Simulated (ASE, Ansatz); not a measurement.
# Localised basis functions on (21,0) 1T-SnS2 nanotube (377 atoms), part 2 of 2

Wanted: errors and times of a linear-scaling basis for (21,0) 1T-SnS2 nanotube (377 atoms). A setting counts as converged where the r.m.s. difference of forces stays under 1 % of the r.m.s. force.

Ansatz 0.2.0; Kohn-Sham DFT, PBE+D3(BJ), PAW (set soft_2), plane waves.

The cell: 126 Sn and 251 S. Beside vacuum, support functions can miss their usual error bounds without a warning. Sampling is at Γ alone, for a cell whose periodic width is 19 Å.

So far. Step 2 (Plane-wave single point): Mean Löwdin charges: S -0.32, Sn +0.81 e (they miss 0.62 % of the electrons, so they add up to more than the cell's charge). Within 0.4 eV of the Fermi level the largest share is S p (64 % of the projected weight).

## 3. Local order (continued)

A closer look about Sn114, which has 5 bonded neighbours where the commonest count for Sn is 6: 8 atoms, nearest first, numbered in the order of the input, with positions taken from that point.

```
 atom      x      y      z  distance (Å)  bonds  Löwdin charge (e)     Fx     Fy  Fz (eV/Å)
Sn114   0.00   0.00   0.00          0.00      5               0.68   0.64   2.15       1.36
 S107  -0.32  -2.24  -0.87          2.43      3              -0.29   0.73  -1.24      -0.66
 S110  -2.22   0.22   1.21          2.54      3              -0.32   0.04  -1.22      -0.24
 S115   1.20  -0.64   2.24          2.62      3              -0.36  -0.47  -1.40      -0.46
 S116  -0.05   2.36   1.21          2.66      3              -0.35   0.30   0.16      -0.59
 S112   2.54   0.86  -0.91          2.83      3              -0.34  -0.08  -0.13      -0.71
Sn106  -1.04  -0.93  -3.10          3.40      5               0.68  -1.65  -1.11       1.82
Sn108  -2.65  -2.16   0.03          3.42      6               0.77  -1.27   1.00       0.47
```

The column of bonds counts only the pairs S-Sn within 3.25 Å; other neighbours, such as metal atoms beside each other in a compound, aren't counted, and periodic images can show an atom twice.

## 4. Support functions medium

The cell is solved in localised support functions.

This step: Kohn-Sham DFT, PBE+D3(BJ), PAW (set soft_2), localised support functions (medium) (Ansatz 0.2.0).

Contents of input.yaml:

```yaml
crystal:
  lattice:
    - [39.35845, 0.0, 0.0]
    - [0.0, 39.28195, 0.0]
    - [0.0, 0.0, 18.96596]
  atoms:
    [... the 377 atom lines of step 2 ...]
kpoints:
  mp_grid: { grid: [1, 1, 1] }
hamiltonian:
  xc: pbe
  dispersion: d3bj
scf:
  occupations: { method: fermi_dirac, width: 0.05 }
  eigensolver: { kind: { support_functions: { accuracy: medium } } }
  mixing: { beta: 0.2 }
  max_iter: 150
output:
  forces: true
```

Started as:

```bash
$ ansatz run input.yaml --threads 32 --pin off --max-ram 143360MiB --backend cuda --events-out ev --progress --plain --runs-dir out
```

Numbers of over 12 decimals in the logs are rounded to 6 here.

Output:

```text
Warning: scf.eigensolver.kind.support_functions: disabling space-group detection — the functions' gradient is summed over unrotated k-points, so no spatial operation reduces the k-mesh or symmetrises the density; time reversal is kept, so that k and −k are solved as one point where they differ and the mesh holds both, and exact exchange and, on two spinor components, a DFT+U term hold to it where the run has them: [...]
settings of this run that can trade accuracy for cost: scf.eigensolver.kind.support_functions [...]
[...]
GPU FFT provider: cuFFT
GPU libraries: cuBLAS 13.8.1, cuFFT 12.4.0, cuSOLVER 12.3.2
[...]
Crystal: 377 atoms, lattice volume = 29322.828 Å³
Basis set: ecut = 420 eV, 572963 PW (Γ), exchange–correlation on 540×540×256 points (8 copies of the dense FFT grid, shifted against one another)
Bands: 1962, of which v1, the nominal top of the filled ones, is band 1635 counted from 1 (1634 counted from 0)
Symmetry: 1 space group operations
k-points: 1
[...]
GPU buffer pool allocated for 9331200 grid points (all kernels)
[...]
SCF iter   1: F=—  HF=-985367.308240 eV  |F-HF|=—  |Δ(HF+E_count)|=         —  Δρ=2.30e-2  dr2=2.19e2  ethr=1.00e-1
[...]
SCF iter  16: F=-985630.519407 eV  HF=-985630.519225 eV  |F-HF|=1.82e-4  |Δ(HF+E_count)|=   1.92e-4  Δρ=3.31e-6  dr2=4.60e-6  ethr=4.29e-10
SCF 1 converged in 16 iterations: F = -985630.563416 eV  dr2 = 4.60e-6
[...]
SCF converged after 16 iterations
Stability not checked: this state was not tested for a lower state beside it, because the mixer in use, unlike msr1, does not test its closes by its own steps (another_mixer; see scf.mixing.algorithm and scf.lower_state_search)
Free energy (F): -985630.563416 eV
[...]
Internal energy: -985630.500001 eV  (E = F + TS)
E sigma→0 (E₀):  -985630.531708 eV
Entropy (-TS):   -0.063415 eV (-0.168 meV/atom)
Fermi energy:    -1.736896 eV
[...]
--- Forces (eV/Å), atoms counted from 1 ---
[... 377 lines of forces left out ...]
  max |Σ_I F_I| component: 4.77e-3 eV/Å
--- Band table (eV) ---
[... left out ...]
  guard bands above this table: 284 of the run's 1962 bands (output.publish_guard_bands: true publishes all)
```

Wall time 13 s (1 × NVIDIA GB200 with 32 threads of Arm Neoverse V2, shared host); peak memory 5.1 GiB.

That memory is the host's; the program planned up to 19.8 GiB on the GPU.

The program notes that the band table was not solved further than the SCF left it and it switched symmetry off. Further notices: vacuum switching off with vacuum.

Keys that differ from the reference: support_functions.accuracy = "medium", scf.max_iter = 150 and scf.mixing.beta = 0.2.

Forces differ from the reference by 1.3 meV/Å r.m.s., 0.11 % of their size, well within a tolerance of 1 %; the energy by -1.2 meV/atom.

## 5. The ladder side by side

Differences are against the plane-wave reference (Kohn-Sham DFT, PBE+D3(BJ), PAW (set soft_2), plane waves), whose r.m.s. force component is 1.20 eV/Å. Energies are set beside the reference only for runs with its functional, potentials and electron count. Times are for 1 × NVIDIA GB200 with 32 threads of Arm Neoverse V2, shared host. The reference's time includes the DOS, which some other runs skip.

```
                     run  Δ force, r.m.s. (meV/Å)  share of r.m.s. force (%)  Δ energy (meV/atom)  Δ gap (eV)  cycles  time  host memory (GiB)  planned on the GPU (GiB)
               reference                        -                          -                    -           -      18  35 s                 12                       121
support functions medium                     1.29                      0.107                -1.20      1.0e-4      16  13 s                5.1                        20
```

## 6. Summary of results

```json
{
  "free energy per atom": "-2614.4035 eV/atom",
  "r.m.s. force component": "1.205 eV/Å",
  "spacing of highest filled and lowest empty level": "0.2679 eV",
  "wall time of the 2 DFT runs": "47 s"
}
```

In words: Against plane waves at 420 eV, the forces differ by 1.3 meV/Å (0.11 %) with support functions medium. Differences between support functions and plane waves include what basis error the plane-wave run still has.

The highest filled and lowest empty levels differ by 0.268 eV at Γ alone; the mesh holds the band edges only if they fold onto it, so the gap at this level can be narrower or closed, while semilocal functionals tend to narrow gaps against experiment. 2 levels are partly filled, by over 2 %, under the smearing. Counting bonds as in the table, all S atoms have 3 and 98 % of Sn atoms have 6 bonded neighbours.

What to keep in mind: The geometry was built by rule, was displaced at random and isn't relaxed at this level: its force components are 1.2 eV/Å r.m.s.

[Logs are printed without paths, hosts, clocks, repeated set-up lines and the standing remarks that a program may print on its own settings, such as how far it seeks lower states.]

[Hosts, paths, dates, database ids (printed as entryN), source tags and the programs' standing remarks are cut or masked in the printed files.]
